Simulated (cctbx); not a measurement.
## Solving a structure by charge flipping

Cell a = 4.2940 Å, b = 4.2940 Å, c = 6.9870 Å, α = 90.00°, β = 90.00°, γ = 120.00°; space group P6_3/mmc (no. 194); content Cr4 Ca2.

The data are simulated with cctbx, not measured: Cu Kα, λ = 1.54184 Å, to d = 0.83 Å, 80 % of the full sphere, strongest reflection 20000 counts, noise from counting, a 2 % proportional error and a noise floor of 4 counts (s.d.); no absorption, and some extinction, which the refinements don't model.

1 earlier start (other random phases, and plain and normalised amplitudes in turn) led nowhere (symmetry correlation 0.91).

Charge flipping in P1 on plain amplitudes to 0.83 Å, δ = 1.2 σ, 30 % of the reflections treated as weak, 600 cycles:

```text
cycle      R  skewness
    0  0.541     0.33
   50  0.185     3.30
  100  0.189     3.18
  150  0.210     3.06
  200  0.221     3.12
  250  0.214     3.12
  300  0.201     2.94
  350  0.209     2.95
  400  0.207     2.90
  450  0.218     2.97
  500  0.214     2.92
  550  0.213     2.93
origin shift          correlation  skewness
 0.674  0.860  0.342      0.940      2.61
 0.052  0.371  0.394      0.881      1.07
 0.633  0.647  0.221      0.899      0.80
 0.628  0.644  0.474      0.893      0.55
taken: symmetry correlation 0.940, skewness 2.61
peak      x       y       z  mult  height/sigma
Q1    0.3333  0.6667  0.5730    4      9.2
Q2    0.0000  0.0000  0.2500    2      4.1
Q3    0.0000  0.0000  0.1207    4      2.7
Q4    0.3333  0.6667  0.1346    4      2.5
Q5    0.0465  0.5233  0.6586   12      1.2
Q6    0.2104  0.4208  0.7500    6      1.1
Q7    0.0000  0.2570  0.0000   12      1.1
```

The origin is taken among those within 0.04 of the best correlation, by the skewness of the map.

Run time: 0.39 s on 1 thread of Arm Neoverse V2, on a shared host, peak memory 0.07 GiB.

**Question.** Which peaks are atoms, and which elements?

Heights go roughly as Z and multiplicities must add up to the content. First model: Q1 = Cr1 (4 in the cell, height 9.2) and Q2 = Ca1 (2 in the cell, height 4.1). Against the true structure, Q1 is Cr and Q2 is Ca; the other peaks are not atoms.

Least squares on F², isotropic:

```text
Rint 0.022, 53 unique reflections to 0.85 A
cycle     R1     wR2    GooF  max shift (A)
   1  0.3005  0.5503  46.817   0.12574
   2  0.0063  0.0116   0.989   0.00000
final R1 0.0063 wR2 0.0116 GooF 0.989  parameters 3  data/parameter 17.7
atom        x        y        z      Ueq    occ   su(xyz)  su(Uiso or U11)
Cr1    0.33333  0.66667  0.55500   0.0063  1.000  0.00004  0.0001
Ca1    0.00000  0.00000  0.25000   0.0062  1.000  0.00000  0.0001
difference map: max 0.10 min -0.21 rms 0.04
Q1    0.3333  0.6667  0.7500    2    0.10  1.36 A from Cr1
Q2    0.1827  0.3655  0.1647   12    0.09  1.48 A from Ca1
Q3    0.0111  0.5055  0.1317   12    0.08  1.39 A from Cr1
Q4    0.1696  0.3393  0.5481   12    0.07  1.22 A from Cr1
Q5    0.1827  0.3655  0.6590   12    0.05  1.34 A from Cr1
```

Anisotropic refinement:

```text
Rint 0.022, 53 unique reflections to 0.85 A
cycle     R1     wR2    GooF  max shift (A)
   1  0.0063  0.0116   1.010   0.00002
final R1 0.0063 wR2 0.0116 GooF 1.009  parameters 5  data/parameter 10.6
atom        x        y        z      Ueq    occ   su(xyz)  su(Uiso or U11)
Cr1    0.33333  0.66667  0.55500   0.0063  1.000  0.00004  0.0001
Ca1    0.00000  0.00000  0.25000   0.0062  1.000  0.00000  0.0002
difference map: max 0.10 min -0.21 rms 0.04
Q1    0.3333  0.6667  0.7500    2    0.10  1.36 A from Cr1
Q2    0.1827  0.3655  0.1647   12    0.09  1.48 A from Ca1
Q3    0.0112  0.5056  0.1319   12    0.08  1.39 A from Cr1
Q4    0.1701  0.3401  0.5480   12    0.07  1.22 A from Cr1
Q5    0.1828  0.3656  0.6588   12    0.05  1.33 A from Cr1
Q6    0.1186  0.4131  0.0408   24    0.03  1.22 A from Cr1
```

**Reading.** The refinement ends at R1 = 0.0063, wR2 = 0.0116, GooF = 1.01, with difference density between -0.21 and 0.10 e/Å³. Every site matches the true model in element, within 0.001 Å r.m.s., up to an allowed shift of origin.

True model:

```csv
atom,mult.,x,y,z,Ueq (Å²)
Cr1,4,2/3,1/3,0.0550,0.0068
Ca1,2,0,0,1/4,0.0066
```

The model is made up (kin elements in a known structure type, no relaxation), so it says nothing on whether the phase exists.

[Middle refinement cycles are left out of these outputs.]

[Logs are printed without paths, hosts, clocks, repeated set-up lines and the standing remarks that a program may print on its own settings, such as how far it seeks lower states.]
